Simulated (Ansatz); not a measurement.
# Structural relaxation of random alloy of the hcp Ru-Mo line, x = 0.3125 (64 atoms), part 3 of 3

How does random alloy of the hcp Ru-Mo line, x = 0.3125 (64 atoms) relax, and what do bonds, charges and levels look like afterwards?

Ansatz 0.2.0; Kohn-Sham DFT, PBE, PAW (set soft_2), plane waves.

The cell: 20 Mo and 44 Ru. The host structure and its lattice constant were typed by rule, without a check against the phase diagram.

So far. Step 3 (Cell and atoms relaxed): The relaxation changed the energy by -16.2 meV/atom, and atoms moved by 0.048 Å r.m.s., 0.096 Å at most. Step 6 (K-mesh 3×3×3): Forces differ from those of the single point at the relaxed geometry by 32 meV/Å r.m.s.; the energy by -0.83 meV/atom and the pressure by +0.14 GPa. It took 13 s and 8 cycles; the reference's time can't be set against it, since the two runs asked for unlike analyses.

## Step 7: Functional r2SCAN (500 eV)

The meta-GGA r2SCAN uses the kinetic energy density as well as the density and its gradient. Besides, the cutoff goes from 420 to 500 eV.

This step: Kohn-Sham DFT, r2SCAN, PAW (set soft_2), plane waves (Ansatz 0.2.0).

File input.yaml:

```yaml
crystal:
  lattice:
    - [11.05022, 0.00613, -0.0036]
    - [-5.5198, 9.54, 0.00034]
    - [-0.00288, -0.00135, 8.74558]
  atoms:
    [... the 64 atom lines of step 5 ...]
kpoints:
  mp_grid: { grid: [2, 2, 2] }
hamiltonian:
  xc: r2scan
scf:
  occupations: { method: fermi_dirac, width: 0.1 }
output:
  forces: true
  stress: true
  populations: true
  dos:
    method: { smearing: { sigma: 0.08 } }
    de: 0.05
    projected: { site_lists: { Mo: [Mo], Ru: [Ru] } }
  eigenvalues: true
```

Launch:

```sh
$ ansatz run input.yaml --threads 6 --pin off --max-ram 102400MiB --backend cuda --events-out ev --progress --plain --runs-dir out
```

Numbers of over 12 decimals in the logs are rounded to 6 here.

The program printed:

```text
[...]
GPU FFT provider: cuFFT
GPU libraries: cuBLAS 13.8.2, cuFFT 12.4.0, cuSOLVER 12.3.4
Crystal: 64 atoms, lattice volume = 922.247 Å³
Basis set: ecut = 500 eV, 23419 PW (Γ), exchange–correlation on 324×324×256 points (64 copies of the dense FFT grid, shifted against one another)
Bands: 591, of which v1, the nominal top of the filled ones, is band 492 counted from 1 (491 counted from 0)
Symmetry: 1 space group operations
[...]
k-points: 8
[...]
GPU buffer pool allocated for 419904 grid points (all kernels)
[...]
SCF iter   1: F=—  HF=-358540.639932 eV  |F-HF|=—  |Δ(HF+E_count)|=         —  Δρ=1.34e-2  dr2=2.87e0  dr2_τ=6.48e-1  ethr=1.77e-3  ⟨swp⟩=5.0  Hψ=15056  notcnv=0
[...]
SCF iter  12: F=—  HF=-358541.159851 eV  |F-HF|=—  |Δ(HF+E_count)|=   3.04e-7  Δρ=4.22e-6  dr2=4.66e-7  dr2_τ=3.43e-8  ethr=1.02e-11  ⟨swp⟩=8.6  Hψ=13982  notcnv=0
SCF iter  13: F=-358541.159851 eV  HF=-358541.159851 eV  |F-HF|=2.46e-8  |Δ(HF+E_count)|=   1.51e-8  Δρ=1.81e-6  dr2=4.56e-8  dr2_τ=4.84e-9  ethr=1.02e-11  ⟨swp⟩=2.0  Hψ=13406  notcnv=0
SCF 1 converged in 13 iterations: F = -358541.159851 eV  dr2 = 4.56e-8
[...]
SCF converged after 13 iterations
Free energy (F): -358541.159851 eV
[...]
Internal energy: -358539.116994 eV  (E = F + TS)
E sigma→0 (E₀):  -358540.138422 eV
Entropy (-TS):   -2.042857 eV (-31.920 meV/atom)
Fermi energy:    22.003163 eV
[...]
Σ components = -358541.159851   (vs F -358541.159851, Δ=0.00e0)
--- Forces (eV/Å), atoms counted from 1 ---
  atom   1  Mo     0.04561847     0.02280334    -0.00322315
  atom   2  Ru     0.05157392     0.02802481     0.06027018
  atom   3  Ru     0.01534084    -0.00821882    -0.00410989
  atom   4  Mo     0.03362067     0.02580065    -0.14112717
[...]
atom  64  Ru    -0.01730699     0.01347272    -0.05362422
  max |Σ_I F_I| component: 1.25e-5 eV/Å
--- Stress (GPa, compression-positive) ---
       -5.192777       0.007725      -0.006844
        0.007725      -5.246426       0.022951
       -0.006844       0.022951      -5.475777
  P = ⅓ Tr σ = -5.3050 GPa (-53.050 kbar)
--- Band table (eV; the first three rows and the last of 8) ---
[...]
--- Löwdin populations: 64 sites ---
  site symbol       q [e]
     0     Mo     13.8934
     1     Ru     15.9363
     2     Ru     15.9431
[...]
63     Ru     15.9328
  spilling = 0.005352 (of n_electrons = 984.000000)
```

Wall time 10 s (1 × NVIDIA H100 80GB HBM3 with 6 threads of AMD EPYC 7R13 (Zen 3), shared host); peak memory 2.8 GiB.

That memory is the host's; the program planned up to 17.8 GiB on the GPU.

Geometry and reference: those of the single point at the relaxed geometry.

Forces differ from those of the single point at the relaxed geometry by 48 meV/Å r.m.s.; the pressure by -5.3 GPa.

## Step 8: Functional PBEsol

PBEsol restores the gradient expansion of exchange for slowly varying densities and usually gives shorter bonds in solids than PBE.

This step: Kohn-Sham DFT, PBEsol, PAW (set soft_2), plane waves (Ansatz 0.2.0).

input.yaml: that of step 7 with these lines changed.

```diff
@@ -10,3 +10,3 @@
 hamiltonian:
-  xc: r2scan
+  xc: pbesol
 scf:
```

The program printed:

```text
[...]
GPU FFT provider: cuFFT
GPU libraries: cuBLAS 13.8.2, cuFFT 12.4.0, cuSOLVER 12.3.4
Crystal: 64 atoms, lattice volume = 922.247 Å³
Basis set: ecut = 420 eV, 18093 PW (Γ), exchange–correlation on 150×150×120 points (8 copies of the dense FFT grid, shifted against one another)
Bands: 591, of which v1, the nominal top of the filled ones, is band 492 counted from 1 (491 counted from 0)
Symmetry: 1 space group operations
[...]
k-points: 8
[...]
GPU buffer pool allocated for 337500 grid points (all kernels)
[...]
SCF iter   1: F=—  HF=-353874.118768 eV  |F-HF|=—  |Δ(HF+E_count)|=         —  Δρ=1.25e-2  dr2=2.83e0  ethr=1.77e-3  ⟨swp⟩=5.0  Hψ=14279  notcnv=0
[...]
SCF iter   7: F=—  HF=-353873.974460 eV  |F-HF|=—  |Δ(HF+E_count)|=   1.27e-7  Δρ=3.28e-6  dr2=1.45e-7  ethr=4.68e-10  ⟨swp⟩=1.0  Hψ=4722  notcnv=0
SCF iter   8: F=-353873.974460 eV  HF=-353873.974460 eV  |F-HF|=6.58e-9  |Δ(HF+E_count)|=   2.92e-8  Δρ=6.76e-7  dr2=8.44e-9  ethr=1.02e-11  ⟨swp⟩=5.5  Hψ=13512  notcnv=0
SCF 1 converged in 8 iterations: F = -353873.974460 eV  dr2 = 8.44e-9
[...]
SCF converged after 8 iterations
Free energy (F): -353873.974460 eV
[...]
Internal energy: -353871.831781 eV  (E = F + TS)
E sigma→0 (E₀):  -353872.903121 eV
Entropy (-TS):   -2.142678 eV (-33.479 meV/atom)
Fermi energy:    21.959534 eV
[...]
Σ components = -353873.974460   (vs F -353873.974460, Δ=0.00e0)
--- Forces (eV/Å), atoms counted from 1 ---
  atom   1  Mo     0.02123968     0.02150396    -0.00242581
  atom   2  Ru     0.03697241     0.01504138     0.04461790
  atom   3  Ru     0.00904917    -0.00207291    -0.00335056
  atom   4  Mo     0.01108411     0.00429069    -0.06092679
[...]
atom  64  Ru    -0.00607332     0.00072452    -0.03749804
  max |Σ_I F_I| component: 6.93e-6 eV/Å
--- Stress (GPa, compression-positive) ---
       -9.444875      -0.009177       0.004580
       -0.009177      -9.443913       0.023898
        0.004580       0.023898      -9.687536
  P = ⅓ Tr σ = -9.5254 GPa (-95.254 kbar)
--- Band table (eV; the first three rows and the last of 8) ---
[...]
--- Löwdin populations: 64 sites ---
  site symbol       q [e]
     0     Mo     13.9157
     1     Ru     15.9234
     2     Ru     15.9312
[...]
63     Ru     15.9212
  spilling = 0.005396 (of n_electrons = 984.000000)
```

Run time: 8.7 s. Hardware: 1 × NVIDIA H100 80GB HBM3 with 6 threads; peak memory 2.4 GiB.

That memory is the host's; the program planned up to 16.7 GiB on the GPU.

Geometry and reference: those of the single point at the relaxed geometry.

Forces differ from those of the single point at the relaxed geometry by 25 meV/Å r.m.s.; the pressure by -9.5 GPa.

## Step 9: All settings compared

Differences are against the single point at the relaxed geometry (Kohn-Sham DFT, PBE, PAW (set soft_2), plane waves), whose r.m.s. force component is 0.00407 eV/Å. Energies are set beside the reference only for runs with its functional, potentials and electron count. Times are for 1 × NVIDIA H100 80GB HBM3 with 6 threads of AMD EPYC 7R13 (Zen 3), shared host. The reference's time includes grids, which some other runs skip.

| run | Δ force, r.m.s. (meV/Å) | Δ energy (meV/atom) | Δ pressure (GPa) | cycles | time | host memory (GiB) | planned on the GPU (GiB) |
| --- | --- | --- | --- | --- | --- | --- | --- |
| reference | - | - | - | 8 | 7.5 s | 2.4 | 17 |
| k-mesh 3×3×3 | 32.1 | -0.830 | 0.137 | 8 | 13 s | 2.4 | 26 |
| functional r2SCAN (500 eV) | 47.8 | - | -5.30 | 13 | 10 s | 2.8 | 18 |
| functional PBEsol | 24.7 | - | -9.52 | 8 | 8.7 s | 2.4 | 17 |

## Step 10: Outcome

| Property | Result |
| --- | --- |
| energy change in the relaxation | -16.22 meV/atom |
| r.m.s. displacement | 0.048 Å |
| largest displacement | 0.096 Å |
| free energy per atom | -5590.3473 eV/atom |
| density | 11.46 g/cm³ |
| pressure | -0.009815 GPa |
| r.m.s. force component | 0.00407 eV/Å |
| wall time of the 6 DFT runs | 61 s |

Relaxation lowers the energy by 16.2 meV/atom and moves atoms by 0.048 Å r.m.s.; the r.m.s. force component goes from 0.34 to 0.0041 eV/Å. Displacements are taken in the final cell, so they leave out its strain. By the final cutoffs no bond was broken or made. The cell grew by 1.3 % in volume. From the first step to the last the energy fell by 1.038 eV, across changes of basis, and the largest move was 0.10 Å (Mo62). The Mo-Mo bonds change most in mean length: from 2.724 Å (spread 0.031) to 2.765 Å (spread 0.055). With the cutoffs above, all Mo atoms have 12 and all Ru atoms have 12 bonded neighbours. 206 levels are partly filled, by over 2 % (on the run's k-points), as in a metal.

Among the changes of functional, dispersion, potentials or spin set against this reference, functional r2SCAN (500 eV) moves the forces most, by 48 meV/Å r.m.s.

[Logs are printed without paths, hosts, clocks, repeated set-up lines and the standing remarks that a program may print on its own settings, such as how far it seeks lower states.]

[Hosts, paths, dates, database ids (printed as entryN), source tags and the programs' standing remarks are cut or masked in the printed files.]
